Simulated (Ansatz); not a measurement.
# TaTc (Pm-3m): phonons and vibrational spectra

How does TaTc (Pm-3m) vibrate, and is this structure a minimum?

Method: DFT PBEsol, scalar-relativistic, plane waves, PAW; PAW set ansatz+soft_1, in Ansatz 0.2.0.

**1. The structure**

It takes space group Pm-3m (No. 221, cubic). The conventional cell has a = 3.172 Å, b = 3.172 Å, c = 3.172 Å, α = 90.00°, β = 90.00°, γ = 90.00°. Nearest to Ta lie 8 Tc at 2.75 Å. Tc has 8 Ta at 2.75 Å nearest. Farther neighbours are not listed.

**2. Bringing the structure to rest**

Harmonic phonons are second derivatives at a point where the forces vanish, and they are wanted at zero stress, so atoms and cell are relaxed first.

input.yaml

```yaml
crystal:
  lattice:
    - [3.172, 0.0, 0.0]
    - [0.0, 3.172, 0.0]
    - [0.0, 0.0, 3.172]
  atoms:
    - { symbol: Ta, position: [0.0, 0.0, 0.0] }
    - { symbol: Tc, position: [0.5, 0.5, 0.5] }
kpoints:
  mp_grid: { grid: [14, 14, 14] }
hamiltonian:
  xc: pbesol
  pseudopotentials: { kind: paw, azcp: { Ta: "soft_1/Ta.paw.azcp" }, xc_functional: pbe }
scf:
  occupations: { method: gaussian, width: 0.1 }
output:
  forces: true
  stress: true
  eigenvalues: true
  write_density: true
  write_potential: true
  elf: true
  volumetric_format: npy
relax:
  adjacent_minimum: "off"
  f_tol: 0.005
  max_steps: 80
  cell: { stress_tol: 0.05 }
```

Run with:

```console
$ ansatz run input.yaml --threads 4 --pin off --max-ram 10240MiB --backend cpu --events-out ev --progress --plain --runs-dir out
```

Numbers of over 12 decimals in the logs are rounded to 6 here.

Output:

```text
Engine: ansatz 0.2.0, aarch64-unknown-linux-gnu
Pseudopotentials: kind: paw
Pseudopotential: Ta, paw, valence charge 13, recommended cutoff 420 eV (normal), soft_1/Ta.paw.azcp
Pseudopotential: Tc, paw, valence charge 15, recommended cutoff 500 eV (normal), Tc.paw.azcp
Functional definition: PBEsol
  exchange = pbesol_x
  correlation = pbesol_c
Crystal: 2 atoms, lattice volume = 31.915 Å³
Basis set: ecut = 500 eV, 799 PW (Γ), exchange–correlation on 48×48×48 points (8 copies of the dense FFT grid, shifted against one another)
Bands: 18, of which v1, the nominal top of the filled ones, is band 14 counted from 1 (13 counted from 0)
Symmetry: 48 space group operations
Space group: Pm-3m (ITA 221), of the structure as read, at distance tolerance 3.2e-5 Å
k-points: 120 of 2744
Non-local potential: Ta, projectors of the file, l = 0: 3, l = 1: 2, l = 2: 2, l = 3: 1
Non-local potential: Tc, projectors of the file, l = 0: 3, l = 1: 3, l = 2: 2, l = 3: 2
PAW form: soft (Blöchl's): semilocal exchange-correlation on the pseudo side does not see the compensation charge
PAW frozen core: Ta, regenerated for the run's functional, and the local potential with it (the file was generated under x = pbe(κ = 0.804, μ = 0.219515), c = pbe(β = 0.066725))
PAW frozen core: Tc, regenerated for the run's functional, and the local potential with it (the file was generated under x = pbe(κ = 0.804, μ = 0.219515), c = pbe(β = 0.066725))
PAW one-centre angular grid: Ta, 590 points (default); XC on 64 Gauss nodes
PAW one-centre angular grid: Tc, 590 points (default); XC on 64 Gauss nodes
Initial density: superposition of atomic densities (chi_scale 0.1, normalization cell, long waves kept (reshape's long-wave potential 0.00 eV rms))
Initial wavefunctions: pseudopotential atomic-orbital guess
Functional: x = pbesol(κ = 0.804, μ = 0.123457), c = pbesol(β = 0.046)
SCF iter   1: F=—  HF=-15146.447065 eV  |F-HF|=—  |Δ(HF+E_count)|=         —  Δρ=6.78e-2  dr2=1.05e0  ethr=3.10e-3  ⟨swp⟩=4.9  Hψ=8797  notcnv=0
preconditioner: auto → none  [metal: Δε(μ)=0.052 eV  Ē_g=5.418 eV  σ=0.100 eV  W_gap=0.28  n_scr=6 (ndim 8)  ℏωp=22.8 eV  f_vac=0.000  D(μ)=0.51/eV (n_scr^D=0)  sad-step TF]
SCF iter   2: F=—  HF=-15146.177650 eV  |F-HF|=—  |Δ(HF+E_count)|=   2.69e-1  Δρ=3.72e-2  dr2=3.27e-1  ethr=3.10e-3  ⟨swp⟩=2.0  Hψ=3593  notcnv=0  defer=3
SCF iter   3: F=—  HF=-15146.060182 eV  |F-HF|=—  |Δ(HF+E_count)|=   1.17e-1  Δρ=3.16e-3  dr2=1.21e-3  ethr=1.17e-3  ⟨swp⟩=2.9  Hψ=4202  notcnv=0  defer=3
SCF iter   4: F=—  HF=-15146.060166 eV  |F-HF|=—  |Δ(HF+E_count)|=   1.58e-5  Δρ=5.48e-4  dr2=6.56e-5  ethr=4.32e-6  ⟨swp⟩=2.3  Hψ=3950  notcnv=0  defer=3
SCF iter   5: F=—  HF=-15146.060163 eV  |F-HF|=—  |Δ(HF+E_count)|=   3.05e-6  Δρ=6.25e-5  dr2=7.98e-7  ethr=2.34e-7  ⟨swp⟩=2.5  Hψ=3520  notcnv=0  defer=3
SCF iter   6: F=-15146.060163 eV  HF=-15146.060163 eV  |F-HF|=1.04e-8  |Δ(HF+E_count)|=   1.88e-7  Δρ=5.85e-6  dr2=1.31e-8  ethr=3.57e-10  ⟨swp⟩=9.2  Hψ=14279  notcnv=0
SCF 1 converged in 6 iterations: F = -15146.060163 eV  dr2 = 1.31e-8
  greatest PAW one-centre occupation: 0.999 electrons in one spin orbital (limit 2), on the Ta atom at site 0 (counted from 0), in its partial waves of l = 0
relax step   1: F+E_penalty+E_count = -15146.06016279 eV  Δ(F+E_penalty+E_count) = +0.000e0 eV  max|allowed force component| = 2.945e-29 eV/Å  Δτ_max = 0.0000 Å  P = -4.846 GPa  Ω = 31.915 Å³  (6 SCF iters, dr2 threshold 1.00e-7 eV, accepted)
Crystal: 2 atoms, lattice volume = 29.973 Å³
Basis set: ecut = 500 eV, 751 PW (Γ), exchange–correlation on 48×48×48 points (8 copies of the dense FFT grid, shifted against one another)
Initial density: handed on by an earlier stage of this run
Initial wavefunctions: those handed on with the density
iter 1 solved again at ethr=4.54e-5 eV; its pass at ethr=3.10e-3 eV (dr2=1.27e-2 eV) is discarded
SCF iter   1: F=—  HF=-15146.015096 eV  |F-HF|=—  |Δ(HF+E_count)|=         —  Δρ=5.26e-3  dr2=1.28e-2  ethr=4.54e-5  ⟨swp⟩=1.0  Hψ=12350  notcnv=0
preconditioner: auto → none  [metal: Δε(μ)=0.011 eV  Ē_g=5.522 eV  σ=0.100 eV  W_gap=0.06  n_scr=6 (ndim 8)  ℏωp=23.5 eV  f_vac=0.000  D(μ)=0.76/eV (n_scr^D=6)]
SCF iter   2: F=—  HF=-15146.013415 eV  |F-HF|=—  |Δ(HF+E_count)|=   1.68e-3  Δρ=1.86e-3  dr2=1.23e-3  ethr=4.54e-5  ⟨swp⟩=1.6  Hψ=2237  notcnv=0
SCF iter   3: F=—  HF=-15146.013235 eV  |F-HF|=—  |Δ(HF+E_count)|=   1.80e-4  Δρ=3.21e-4  dr2=1.01e-5  ethr=4.38e-6  ⟨swp⟩=2.0  Hψ=2377  notcnv=0
SCF iter   4: F=—  HF=-15146.013241 eV  |F-HF|=—  |Δ(HF+E_count)|=   6.36e-6  Δρ=4.11e-5  dr2=2.53e-7  ethr=3.62e-8  ⟨swp⟩=2.5  Hψ=3283  notcnv=0
iter 5 did not close the SCF: its close was put off for the readings that it lacked (scf_convergence_deferred on its scf_iter line)
SCF iter   5: F=-15146.013241 eV  HF=-15146.013241 eV  |F-HF|=2.18e-11  |Δ(HF+E_count)|=   5.65e-8  Δρ=3.95e-6  dr2=1.17e-9  ethr=9.02e-10  ⟨swp⟩=2.0  Hψ=3542  notcnv=0
SCF iter   6: F=-15146.013241 eV  HF=-15146.013241 eV  |F-HF|=3.46e-11  |Δ(HF+E_count)|=  4.46e-10  Δρ=5.34e-7  dr2=5.57e-11  ethr=4.17e-12  ⟨swp⟩=4.5  Hψ=11047  notcnv=0
SCF 2 converged in 6 iterations: F = -15146.013241 eV  dr2 = 5.57e-11
relax step   2: F+E_penalty+E_count = -15146.01324104 eV  Δ(F+E_penalty+E_count) = +4.692e-2 eV  max|allowed force component| = 6.442e-30 eV/Å  Δτ_max = 0.0000 Å  P = +13.573 GPa  Ω = 29.973 Å³  energy of the carried Pulay correction = +2.076e-4 eV  (6 SCF iters, dr2 threshold 2.00e-7 eV, rejected (line search))
Crystal: 2 atoms, lattice volume = 31.380 Å³
iter 1 solved again at ethr=2.87e-5 eV; its pass at ethr=3.10e-3 eV (dr2=8.03e-3 eV) is discarded
SCF iter   1: F=—  HF=-15146.070072 eV  |F-HF|=—  |Δ(HF+E_count)|=         —  Δρ=4.00e-3  dr2=8.14e-3  ethr=2.87e-5  ⟨swp⟩=1.0  Hψ=12239  notcnv=0
preconditioner: auto → none  [metal: Δε(μ)=0.051 eV  Ē_g=5.264 eV  σ=0.100 eV  W_gap=0.28  n_scr=6 (ndim 8)  ℏωp=23.0 eV  f_vac=0.000  D(μ)=0.63/eV (n_scr^D=0)]
SCF iter   2: F=—  HF=-15146.069064 eV  |F-HF|=—  |Δ(HF+E_count)|=   1.01e-3  Δρ=1.39e-3  dr2=7.52e-4  ethr=2.87e-5  ⟨swp⟩=1.6  Hψ=2240  notcnv=0
SCF iter   3: F=—  HF=-15146.068962 eV  |F-HF|=—  |Δ(HF+E_count)|=   1.03e-4  Δρ=2.47e-4  dr2=6.54e-6  ethr=2.69e-6  ⟨swp⟩=2.0  Hψ=2352  notcnv=0
SCF iter   4: F=—  HF=-15146.068963 eV  |F-HF|=—  |Δ(HF+E_count)|=   1.05e-6  Δρ=3.37e-5  dr2=2.00e-7  ethr=2.34e-8  ⟨swp⟩=2.5  Hψ=3308  notcnv=0
SCF iter   5: F=—  HF=-15146.068966 eV  |F-HF|=—  |Δ(HF+E_count)|=   2.64e-6  Δρ=3.25e-6  dr2=1.02e-9  ethr=7.14e-10  ⟨swp⟩=2.0  Hψ=3530  notcnv=0
SCF iter   6: F=—  HF=-15146.068966 eV  |F-HF|=—  |Δ(HF+E_count)|=  2.02e-10  Δρ=4.75e-7  dr2=6.02e-11  ethr=1.00e-12  ⟨swp⟩=6.2  Hψ=10013  notcnv=0
SCF iter   7: F=-15146.068966 eV  HF=-15146.068966 eV  |F-HF|=9.09e-12  |Δ(HF+E_count)|=  1.09e-11  Δρ=5.45e-8  dr2=4.69e-13  ethr=1.00e-12  ⟨swp⟩=5.3  Hψ=8401  notcnv=0
the search or the solves at the SCF's close seem to have found levels that the self-consistency loop had missed (the run counts 1). By its estimate they hold under 1e-12 electrons; where the run keeps them, the occupations were computed again with them
SCF 3 converged in 7 iterations: F = -15146.068966 eV  dr2 = 4.69e-13
relax step   3: F+E_penalty+E_count = -15146.06896559 eV  Δ(F+E_penalty+E_count) = -8.803e-3 eV  max|allowed force component| = 2.025e-29 eV/Å  Δτ_max = 0.0000 Å  P = -0.329 GPa  Ω = 31.380 Å³  energy of the carried Pulay correction = +5.589e-5 eV  (7 SCF iters, accepted)
[...]
relax step   4: F+E_penalty+E_count = -15146.06900797 eV  Δ(F+E_penalty+E_count) = -4.238e-5 eV  max|allowed force component| = 1.183e-29 eV/Å  Δτ_max = 0.0000 Å  P = +0.009 GPa  Ω = 31.342 Å³  energy of the carried Pulay correction = +5.993e-5 eV  (6 SCF iters, dr2 threshold 2.00e-7 eV, accepted)
Initial wavefunctions: pseudopotential atomic-orbital guess (no wavefunctions were taken with the density)
iter 1 solved again at ethr=8.33e-10 eV; its pass at ethr=3.10e-3 eV (dr2=2.33e-7 eV) is discarded
SCF iter   1: F=—  HF=-15146.068956 eV  |F-HF|=—  |Δ(HF+E_count)|=         —  Δρ=2.01e-5  dr2=1.07e-8  ethr=8.33e-10  ⟨swp⟩=3.9  Hψ=16545  notcnv=0
SCF iter   2: F=—  HF=-15146.068959 eV  |F-HF|=—  |Δ(HF+E_count)|=   3.40e-6  Δρ=9.81e-6  dr2=2.33e-9  ethr=3.84e-11  ⟨swp⟩=2.1  Hψ=3682  notcnv=0
SCF iter   3: F=—  HF=-15146.068959 eV  |F-HF|=—  |Δ(HF+E_count)|=   2.61e-9  Δρ=7.16e-7  dr2=6.77e-11  ethr=8.34e-12  ⟨swp⟩=2.4  Hψ=3757  notcnv=0
iter 4 did not close the SCF: its close was put off for the readings that it lacked (scf_convergence_deferred on its scf_iter line)
SCF iter   4: F=-15146.068959 eV  HF=-15146.068959 eV  |F-HF|=1.09e-11  |Δ(HF+E_count)|=  1.64e-11  Δρ=1.51e-7  dr2=4.61e-12  ethr=1.00e-12  ⟨swp⟩=1.0  Hψ=2160  notcnv=0
iter 5 did not close the SCF: its close was put off for the readings that it lacked (scf_convergence_deferred on its scf_iter line)
SCF iter   5: F=-15146.068959 eV  HF=-15146.068959 eV  |F-HF|=0.00e0  |Δ(HF+E_count)|=  7.28e-12  Δρ=2.37e-8  dr2=1.52e-13  ethr=1.00e-12  ⟨swp⟩=1.0  Hψ=2160  notcnv=0
iter 6 did not close the SCF: its close was put off for the readings that it lacked (scf_convergence_deferred on its scf_iter line)
SCF iter   6: F=-15146.068959 eV  HF=-15146.068959 eV  |F-HF|=3.64e-12  |Δ(HF+E_count)|=  1.82e-12  Δρ=4.49e-9  dr2=2.62e-15  ethr=1.00e-12  ⟨swp⟩=1.0  Hψ=2160  notcnv=0
iter 7 did not close the SCF: its close was put off for the readings that it lacked (scf_convergence_deferred on its scf_iter line)
SCF iter   7: F=-15146.068959 eV  HF=-15146.068959 eV  |F-HF|=5.46e-12  |Δ(HF+E_count)|=    0.00e0  Δρ=5.72e-10  dr2=8.50e-17  ethr=1.00e-12  ⟨swp⟩=1.0  Hψ=2160  notcnv=0
SCF iter   8: F=-15146.068959 eV  HF=-15146.068959 eV  |F-HF|=0.00e0  |Δ(HF+E_count)|=  1.82e-12  Δρ=8.13e-11  dr2=1.27e-18  ethr=1.00e-12  ⟨swp⟩=1.7  Hψ=5034  notcnv=0
SCF 5 converged in 8 iterations: F = -15146.068959 eV  dr2 = 1.27e-18
relax step   5: F+E_penalty+E_count = -15146.06895896 eV  Δ(F+E_penalty+E_count) = +4.901e-5 eV  max|allowed force component| = 1.328e-29 eV/Å  Δτ_max = 0.0000 Å  P = +0.004 GPa  Ω = 31.342 Å³  stress off target by 4.15e-3 GPa  SCF on the basis re-selected at this cell (its energy is not comparable with the rows above)  (8 SCF iters)
basis re-selected at this cell: Δ(F+E_penalty+E_count) = +4.901e-5 eV, ΔP = -0.005 GPa vs the last step (what re-selecting the basis moved, of the pressure what is left beyond the Pulay correction that the steps carried, after the strain that the cell walked since its last selection, with what the two solves' SCF thresholds leave and, on support functions, any second-order correction that the steps lacked; it is no m [...]
SCF converged after 8 iterations
Free energy (F): -15146.068959 eV
Harris-Foulkes:  -15146.068959 eV  (|F-HF|=0.00e0)
Internal energy: -15146.065772 eV  (E = F + TS)
E sigma→0 (E₀):  -15146.067366 eV
Entropy (-TS):   -0.003187 eV (-1.593 meV/atom)
Fermi energy:    21.283872 eV
--- Per-component energies (eV) ---
  E_band       = -147.717358
  E_kinetic    = 1017.243432
  E_local      = -1746.953577  (includes V_loc(G=0)·N_el)
  E_nonlocal   = 279.888880
  E_hartree    = 528.823612
  E_xc         = -557.541207
  E_vxc        = -528.592899  (∫ρ·V_xc dr)
  E_paw        = -11400.994019  (= ΣΔE_a)
  E_vpaw       = -226.950451  (= ΣTr[D̂ρ^β])
  E_aug_tail   = 0.000033  (compensation charges beyond the density's cutoff)
  E_ewald      = -3266.973484
  E_core_change = 0.440557  (= ΣΔE_core)
  E_smearing   = -0.003187  (= −TS)
  E_closure    = -0.000000  (closes the sum)
  Σ components = -15146.068959   (vs F -15146.068959, Δ=0.00e0)
--- Forces (eV/Å), atoms counted from 1 ---
  atom   1  Ta     0.00000000    -0.00000000     0.00000000
  atom   2  Tc    -0.00000000     0.00000000     0.00000000
  max |Σ_I F_I| component: 2.60e-29 eV/Å
--- Stress (GPa, compression-positive) ---
        0.004146      -0.000000      -0.000000
       -0.000000       0.004146      -0.000000
       -0.000000      -0.000000       0.004146
  P = ⅓ Tr σ = 0.0041 GPa (0.041 kbar)
--- Band table (eV; the first three rows and the last of 120) ---
  k-point 0: bands = [... 10 lower, 15.8430, 19.9908, 19.9908, 19.9908, 23.4043, 23.4043, 26.4900, 26.4900]
  k-point 1: bands = [... 10 lower, 15.9414, 19.9787, 19.9787, 20.0366, 23.2405, 23.4605, 26.0231, 26.0231]
  k-point 2: bands = [... 10 lower, 16.2201, 19.9510, 19.9510, 20.1713, 22.7834, 23.6177, 25.0864, 25.0864]
  k-point 119: bands = [... 10 lower, 18.4293, 18.9834, 18.9834, 18.9834, 22.6719, 22.6719, 26.2757, 26.2757]
--- Relaxed structure (4 steps of the walk, 3 accepted, 1 SCFs on fresh bases) ---
  F+E_penalty+E_count = -15146.06895896 eV   max|allowed force component| = 1.328e-29 eV/Å   (the final SCF, on the basis selected at the relaxed cell)
  cell:  # Å, volume = 31.3422 Å³
    - [3.152896, 0, 0]
    - [0, 3.152896, 0.0]
    - [0, 0.0, 3.152896]
  atoms:
    - { symbol: Ta, position: [0, 0, 0] }
    - { symbol: Tc, position: [0.5, 0.5, 0.5] }
```

Elapsed: 7 s, on 4 threads of Arm Neoverse V1, shared host; peak memory 0.41 GiB.

Step by step:

```
step  energy less that of the first step (eV)  largest force component (eV/Å)  pressure (GPa)  volume (Å³)
   1                                   0.0000                          0.0000           -4.85        31.92
   2                                   0.0469                          0.0000           13.57        29.97
   3                                  -0.0088                          0.0000           -0.33        31.38
   4                                  -0.0088                          0.0000            0.01        31.34
  5*                                  -0.0088                          0.0000            0.00        31.34
```

Relaxation steps marked * repeat the geometry before them on a plane-wave basis chosen anew for their cell, so energy and pressure can jump there. Relaxation step 2 was tried and not accepted.

Forces are held to the 48 operations that the run works with; a distortion that breaks them can't arise in this run.

```
conventional cell, symmetrised  before  after  change
                         a (Å)   3.172  3.153  -0.6 %
                         b (Å)   3.172  3.153  -0.6 %
                         c (Å)   3.172  3.153  -0.6 %
              volume (Å³/atom)   15.96  15.67  -1.8 %
```

The relaxed structure:

```xyz
2
Lattice="3.1529 0.0000 0.0000 0.0000 3.1529 0.0000 0.0000 0.0000 3.1529" Properties=species:S:1:pos:R:3 pbc="T T T"
Ta    0.0000    0.0000    0.0000
Tc    1.5764    1.5764    1.5764
```

This step gave:

```
pressure          : 0.004146 GPa
volume per atom   : 15.67 Å³
gap on the k-mesh : 0 eV
```

Valence density in the ac plane at fractional y = 0.500, with atoms of Tc within 0.2 Å of it. It is the smooth field of the valence electrons, not physical close to the nuclei.

Ten even steps from '_' (0.2 e/Å³) to '@' (7.5 e/Å³):
```
________________________________
________________________________
________________________________
____________..........__________
__________..--==++==--..________
________..--**%%@@%%**--..______
________..==%%@@@@@@%%==..______
________..++@@@@##@@@@++..______
________..==%%@@@@@@%%==..______
________..--**%%@@%%**--..______
__________..--==++==--..________
____________..........__________
________________________________
________________________________
________________________________
________________________________
```
Columns run along a (3.2 Å), rows up along c (3.2 Å). Atoms in or near the plane, at fractional coordinates: Tc at (0.50, 0.50).

Electrostatic potential energy in the ac plane at fractional y = 0.500, with atoms of Tc within 0.2 Å of it. With pseudopotentials it is smooth inside the atoms' cores, unlike the true potential.

Ten even steps from '0' (-131 eV) to '9' (23 eV):
```
9999999999999999
9999999999999999
9999999999999999
9999998878899999
9999986545689999
9999864212468999
9999852000258999
9999741000147999
9999852000258999
9999864212468999
9999986545689999
9999998878899999
9999999999999999
9999999999999999
9999999999999999
9999999999999999
```
Columns run along a (3.2 Å; values clipped at the 3rd and 97th percentile), rows up along c (3.2 Å). Atoms in or near the plane, at fractional coordinates: Tc at (0.50, 0.50).

ELF in the ac plane at fractional y = 0.500, with atoms of Tc within 0.2 Å of it. It is the smooth field of the valence electrons, not physical close to the nuclei.

Ten even steps from '_' (0.06) to '@' (0.76):
```
====++++++++==------==++++++++==
==++++++==--::......::--==++++++
++++++==--::::......::::--==++++
**++==------==++++++==------==++
**++--::--**%%%%%%%%%%**--::--++
++==::::==%%@@@@%%@@@@%%==::::==
++--....++%%@@**--**@@%%++....--
++--....++%%%%--__--%%%%++....--
++--....++%%@@**--**@@%%++....--
++==::::==%%@@@@%%@@@@%%==::::==
**++--::--**%%%%%%%%%%**--::--++
**++==------==++++++==------==++
++++++==--::::......::::--==++++
==++++++==--::......::--==++++++
====++++++++==------==++++++++==
--====++****++++++++++****++====
```
Columns run along a (3.2 Å), rows up along c (3.2 Å). Atoms in or near the plane, at fractional coordinates: Tc at (0.50, 0.50).

In this step the volume went from 15.96 to 15.67 Å³/atom.

**3. Relaxing to small forces for the phonons**

Phonons need a cell at rest on their own settings, so the relaxation is repeated with tight tolerances on forces and stress, using the mesh and the filling of the phonon run that follows.

input.yaml

```yaml
crystal:
  lattice:
    - [3.1528961422, 0.0, 0.0]
    - [0.0, 3.1528961422, 0.0]
    - [0.0, 0.0, 3.1528961422]
  atoms:
    - { symbol: Ta, position: [0.0, 0.0, 0.0] }
    - { symbol: Tc, position: [0.5, 0.5, 0.5] }
kpoints:
  mp_grid: { grid: [16, 16, 16] }
hamiltonian:
  xc: pbesol
  pseudopotentials: { kind: paw, azcp: { Ta: "soft_1/Ta.paw.azcp" }, xc_functional: pbe }
scf:
  occupations: { method: methfessel_paxton, width: 0.2 }
output:
  forces: true
  stress: true
  eigenvalues: true
relax:
  adjacent_minimum: "off"
  f_tol: 0.001
  max_steps: 60
  cell: { stress_tol: 0.01 }
```

Output:

```text
[...]
Crystal: 2 atoms, lattice volume = 31.342 Å³
Basis set: ecut = 500 eV, 799 PW (Γ), exchange–correlation on 48×48×48 points (8 copies of the dense FFT grid, shifted against one another)
Bands: 18, of which v1, the nominal top of the filled ones, is band 14 counted from 1 (13 counted from 0)
Symmetry: 48 space group operations
[...]
k-points: 165 of 4096
[...]
k-point 164: bands = [... 10 lower, 18.4460, 18.9996, 18.9996, 18.9996, 22.6921, 22.6921, 26.2993, 26.2993]
--- Relaxed structure (3 steps of the walk, 2 accepted, 1 SCFs on fresh bases) ---
[...]
cell:  # Å, volume = 31.3209 Å³
    - [3.152183, 0, 0.0]
    - [0, 3.152183, 0.0]
    - [0.0, 0.0, 3.152183]
  atoms:
    - { symbol: Ta, position: [0, 0, 0] }
    - { symbol: Tc, position: [0.500000, 0.500000, 0.500000] }
[key lines of the parts left out:]
SCF converged after 3 iterations
Free energy (F): -15146.069473 eV
Fermi energy:    21.329965 eV
P = ⅓ Tr σ = -0.0008 GPa (-0.008 kbar)
```

Wall time 6.4 s (4 threads); peak memory 0.43 GiB.

Little changed from the start: no atom moved by 0.005 Å and no cell edge by 0.1 %.

Numbers from this step:

```
pressure        : -7.70e-4 GPa
volume per atom : 15.66 Å³
```

The forces vanish by symmetry and the pressure is -0.001 GPa, within the tolerances set. The cell now holds 15.66 Å³/atom.

(Part 1 of 3 ends here.)

[Logs are printed without paths, hosts, clocks, repeated set-up lines and the standing remarks that a program may print on its own settings, such as how far it seeks lower states.]

[Hosts, paths, dates, database ids (printed as entryN), source tags and the programs' standing remarks are cut or masked in the printed files.]
